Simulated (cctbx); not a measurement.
# Symmetry from intensities

Cell: a = 10.3280 Å, b = 6.3980 Å, c = 10.5380 Å, α = 90.00°, β = 90.00°, γ = 90.00°. Expected content of the cell: Ge2 Ga2 Mg28.

The data are simulated with cctbx, not measured: Mo Kα, λ = 0.71073 Å, to d = 0.8 Å, 95 % of the full sphere, strongest reflection 5000 counts, noise from counting, a 4 % proportional error and a noise floor of 2 counts (s.d.); no absorption, some extinction.

A first pass over the reflections prints:

```text
5430 reflections to d = 0.800 A
centring   violations  <I/sigma> of those
    A          0 of  2733      0.0
    B        742 of  2736      2.4
    C        742 of  2695      2.5
    I        680 of  2755      2.1
    R        941 of  3620      2.8
    F        742 of  4082      1.7
Laue class    unique    Rint  (classes that these axes allow; Friedel mates merged)
A 1 2/m 1         778   0.054
A 1 1 2/m         751   0.055
A m m m           433   0.058
space group    extra absences  I>4sigma  <I/sigma>
A 2 2 2                 0          0         -  acentric
A 2 m m                 0          0         -  acentric
A m m 2                 0          0         -  acentric
A m 2 m                 0          0         -  acentric
A m m m                 0          0         -  centric
Wilson B = 0.59 A^2   <|E^2-1|> = 1.150 (0.968 centric, 0.736 acentric)   E^2>4: 6.5 %
shell (A)         n   <I/sigma>
10.33 - 1.60     65     15.0
 1.60 - 1.27     57     17.9
 1.27 - 1.11     55     11.6
 1.11 - 1.01     48     11.9
 1.01 - 0.94     56     15.8
 0.94 - 0.88     49     11.2
 0.88 - 0.84     54     10.4
 0.84 - 0.80     49     12.1
```

**Question.** What are the lattice type, the Laue class and the likely space group?

The reflections that A centring forbids are absent (⟨I/σ⟩ near 0), so the lattice is A.

Rint stays low (0.054 to 0.058) up to A m m m, the highest class in these axes.

5 settings pass the absence test. No glide or screw absences show, which leaves A 2 2 2, A 2 m m, A m m 2, A m 2 m and A m m m.

⟨|E²−1|⟩ = 1.150 is above even the centric ideal, a mark of pseudo-translation (a class of systematically weak reflections). It says nothing here on a centre of symmetry. The Wilson B of 0.59 Å² means U ≈ 0.0075 Å².

The true group is Amm2 (no. 38), Laue class mmm, non-centrosymmetric. The tables only narrow the choice to the tied entries; cell content, site symmetry and trial solutions must settle it.

The model is made up (kin elements in a known structure type, no relaxation), so it says nothing on whether the phase exists.

[Logs are printed without paths, hosts, clocks, repeated set-up lines and the standing remarks that a program may print on its own settings, such as how far it seeks lower states.]
